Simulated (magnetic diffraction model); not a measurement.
# Which magnetic order? PrTi2Fe2

Space group I4/mmm (no. 139), a = 4.0590 Å, c = 10.4840 Å.

```
site  atom    x  y       z
  2a    Pr    0  0       0
  4d    Fe  1/2  0     1/4
  4e    Ti    0  0  0.3649
```

The compound is invented for this exercise: a known structure type with other elements, its cell scaled to their sizes and not relaxed.

Only Pr and Fe are taken to order (form factors of Pr3+ and Fe2+); orders and moment sizes are assumed, and not adapted to the symmetry. Radiation: neutrons of λ = 2.52 Å, 3° to 80°; isotropic B of 0.4 Å² (Pr), 0.5 Å² (Fe) and 0.54 Å² (Ti). Simulated constant-wavelength pattern: nuclear and magnetic terms add, the magnetic one as |2.695 fm × Σ f S⊥ exp(2πi Q·r) exp(−B s²)|², summed over all Q at one angle with the factor 1/(sin²θ cos θ). For collinear order S is the moment m, which repeats by lattice and centring translations R with the sign exp(−2πi k·R). Free-ion form factors, Sears's scattering lengths of 1992, no absorption; a label names one of the reflections at its angle. The strongest nuclear line in the range is 100, and lines under 0.2 are left out.

Above the ordering temperature:

```tsv
2θ (°)	index	I
27.82	(0 0 2)	30.3
38.89	(1 0 1)	29.8
52.08	(1 1 0)	47.7
56.82	(1 0 3)	0.2
57.47	(0 0 4)	41.1
60.07	(1 1 2)	100.0
76.75	(2 0 0)	16.4
```

Below it (cell unchanged):

```csv
2θ (°),I
27.82,31.2
38.89,35.6
52.08,47.8
56.82,4.0
57.47,46.7
60.07,112.3
76.75,19.1
```

**Question.** Find the propagation vector, then choose among these models:
A. collinear moments along [110], 2.1 μB on Pr and 1.59 μB on Fe; signs + at (0, 0, 0), + at (1/2, 0, 1/4), + at (0, 1/2, 1/4)
B. collinear moments along [111], 2.1 μB on Pr and 1.59 μB on Fe; signs + at (0, 0, 0), − at (1/2, 0, 1/4), − at (0, 1/2, 1/4)
C. collinear moments along [110], 2.1 μB on Pr and 1.59 μB on Fe; signs + at (0, 0, 0), − at (1/2, 0, 1/4), − at (0, 1/2, 1/4)
D. collinear moments along [111], 2.1 μB on Pr and 1.59 μB on Fe; signs + at (0, 0, 0), + at (1/2, 0, 1/4), + at (0, 1/2, 1/4)

No line moves, and magnetic intensity falls on nuclear lines such as the one at 60.07°, so the magnetic cell equals the chemical primitive cell: k = 0.

Magnetic intensity, observed (below minus above) and for each model:

| 2θ (°) | index | observed | A | B | C | D |
| --- | --- | --- | --- | --- | --- | --- |
| 27.82 | (0 0 2) | 0.9 | 0.9 | 6.9 | 29.8 | 0.2 |
| 38.89 | (1 0 1) | 5.8 | 5.8 | 8.2 | 5.8 | 8.2 |
| 52.08 | (1 1 0) | 0.1 | 0.1 | 12.6 | 7.1 | 0.1 |
| 56.82 | (1 0 3) | 3.7 | 3.7 | 2.4 | 3.7 | 2.4 |
| 57.47 | (0 0 4) | 5.6 | 5.6 | <0.2 | <0.2 | 1.3 |
| 60.07 | (1 1 2) | 12.3 | 12.3 | 0.1 | 0.1 | 14.7 |
| 76.75 | (2 0 0) | 2.7 | 2.7 | <0.2 | <0.2 | 4.8 |

Model A matches.

The structure used: k = (0 0 0), collinear moments along [110], 2.1 μB on Pr and 1.59 μB on Fe; signs + at (0, 0, 0), + at (1/2, 0, 1/4), + at (0, 1/2, 1/4).

[Logs are printed without paths, hosts, clocks, repeated set-up lines and the standing remarks that a program may print on its own settings, such as how far it seeks lower states.]
